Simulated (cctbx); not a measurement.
**What is wrong with this refinement?**

Cell a = 5.4440 Å, b = 7.5110 Å, c = 5.5870 Å, α = 90.00°, β = 90.00°, γ = 90.00°; space group Pmm2 (no. 25).

The data are simulated with cctbx, not measured: synchrotron X-rays, λ = 0.6889 Å, to d = 0.65 Å, 95 % of the full sphere, strongest reflection 5000 counts, noise from counting, a 1.5 % proportional error and a noise floor of 2 counts (s.d.); no absorption, and some extinction, which the refinements don't model.

An anisotropic refinement with weights 1/σ² prints:

```text
Rint 0.047, 1011 unique reflections to 0.65 A
cycle     R1     wR2    GooF  max shift (A)
   1  0.1212  0.2596   3.542   0.09646
   2  0.0954  0.2281   3.112   0.00000
final R1 0.0954 wR2 0.2281 GooF 3.112  parameters 58  data/parameter 17.4
atom        x        y        z      Ueq    occ   su(xyz)  su(Uiso or U11)
Fe1    0.00000  0.50000  0.99383   0.0172  1.000  0.00139  0.0016
Fe2    0.50000  0.00000  0.49204   0.0221  1.000  0.00135  0.0019
Cr1    0.50000  0.50000  0.48375   0.0245  1.000  0.00133  0.0025
Cr2    0.00000  0.00000  0.98275   0.0210  1.000  0.00135  0.0021
Ca1    0.50000  0.74312  0.01471   0.0184  1.000  0.00098  0.0019
Ca2    0.00000  0.73360  0.51504   0.0264  1.000  0.00137  0.0025
O1     0.24520  0.00000  0.72871   0.0234  1.000  0.00460  0.0093
O2     0.00000  0.74768  0.97629   0.0081  1.000  0.00257  0.0049  NPD
O3     0.26879  0.50000  0.24722   0.0372  1.000  0.00590  0.0158
O4     0.76059  0.50000  0.74159   0.0170  1.000  0.00474  0.0079
O5     0.73451  0.00000  0.23092   0.0504  1.000  0.00638  0.0197
difference map: max 10.42 min -2.54 rms 0.58
Q1    0.5000  0.2488  0.4970    2   10.43  1.87 A from Fe2
Q2    0.0000  0.0000  0.0292    1    4.51  0.26 A from Cr2
Q3    0.0000  0.5000  0.0619    1    2.84  0.38 A from Fe1
Q4    0.0000  0.5000  0.5233    1    2.33  1.76 A from Ca2
Q5    0.5000  0.0000  0.4256    1    2.27  0.37 A from Fe2
Q6    0.5000  0.5000  0.5234    1    2.17  0.22 A from Cr1
```

Q: Accept it or mend it, and why?

Mend it. The fault: an atom left out, O at (1/2, 0.2490, 0.4692). Against the right model at the same level, R1 goes from 0.0387 to 0.0954 and GooF from 1.00 to 3.11, U of O2 shrinks from 0.0310 to 0.0081 Å², the top difference peak, 10.4 e/Å³, lies 1.87 Å from Fe2 and O2 goes non-positive-definite. Q1 is the missing atom. With scattering power missing, scale and phases suffer, so peaks may also grow on the heavy atoms.

The compound is Ca2CrFeO6. The right model at the same level gives:

```text
Rint 0.047, 1011 unique reflections to 0.65 A
cycle     R1     wR2    GooF  max shift (A)
   1  0.0508  0.0929   1.271   0.06307
   3  0.0387  0.0733   1.003   0.00022
final R1 0.0387 wR2 0.0733 GooF 1.003  parameters 64  data/parameter 15.8
atom        x        y        z      Ueq    occ   su(xyz)  su(Uiso or U11)
Fe1    0.00000  0.50000  0.99241   0.0162  1.000  0.00054  0.0005
Fe2    0.50000  0.00000  0.49200   0.0254  1.000  0.00054  0.0008
Cr1    0.50000  0.50000  0.48607   0.0294  1.000  0.00057  0.0010
Cr2    0.00000  0.00000  0.98467   0.0210  1.000  0.00058  0.0007
Ca1    0.50000  0.74303  0.01806   0.0187  1.000  0.00045  0.0006
Ca2    0.00000  0.73303  0.50721   0.0319  1.000  0.00061  0.0008
O1     0.24001  0.00000  0.72365   0.0345  1.000  0.00225  0.0045
O2     0.00000  0.74552  0.98250   0.0310  1.000  0.00128  0.0028
O3     0.25568  0.50000  0.24696   0.0273  1.000  0.00201  0.0033
O4     0.76492  0.50000  0.73532   0.0270  1.000  0.00211  0.0044
O5     0.74935  0.00000  0.23803   0.0429  1.000  0.00267  0.0046
O6     0.50000  0.24816  0.47396   0.0234  1.000  0.00118  0.0022
Flack x: -0.07(6)
Hooft y: -0.020(59)  Bijvoet pairs: 461
difference map: max 1.01 min -0.88 rms 0.18
Q1    0.5000  0.3632  0.5983    2    1.09  1.11 A from O6
Q2    0.5000  0.1384  0.9593    2    0.67  0.95 A from Ca1
Q3    0.0000  0.5000  0.1133    1    0.67  0.68 A from Fe1
Q4    0.5000  0.3960  0.4482    2    0.66  0.81 A from Cr1
Q5    0.1110  0.1199  0.2956    4    0.59  1.22 A from O5
Q6    0.3533  0.5000  0.9123    2    0.58  1.18 A from O4
```

The model was made for the exercise: a known structure type with other elements put in, its volume estimated, not relaxed; displacement parameters are assumed.

[Middle refinement cycles are left out of these outputs.]

[Logs are printed without paths, hosts, clocks, repeated set-up lines and the standing remarks that a program may print on its own settings, such as how far it seeks lower states.]
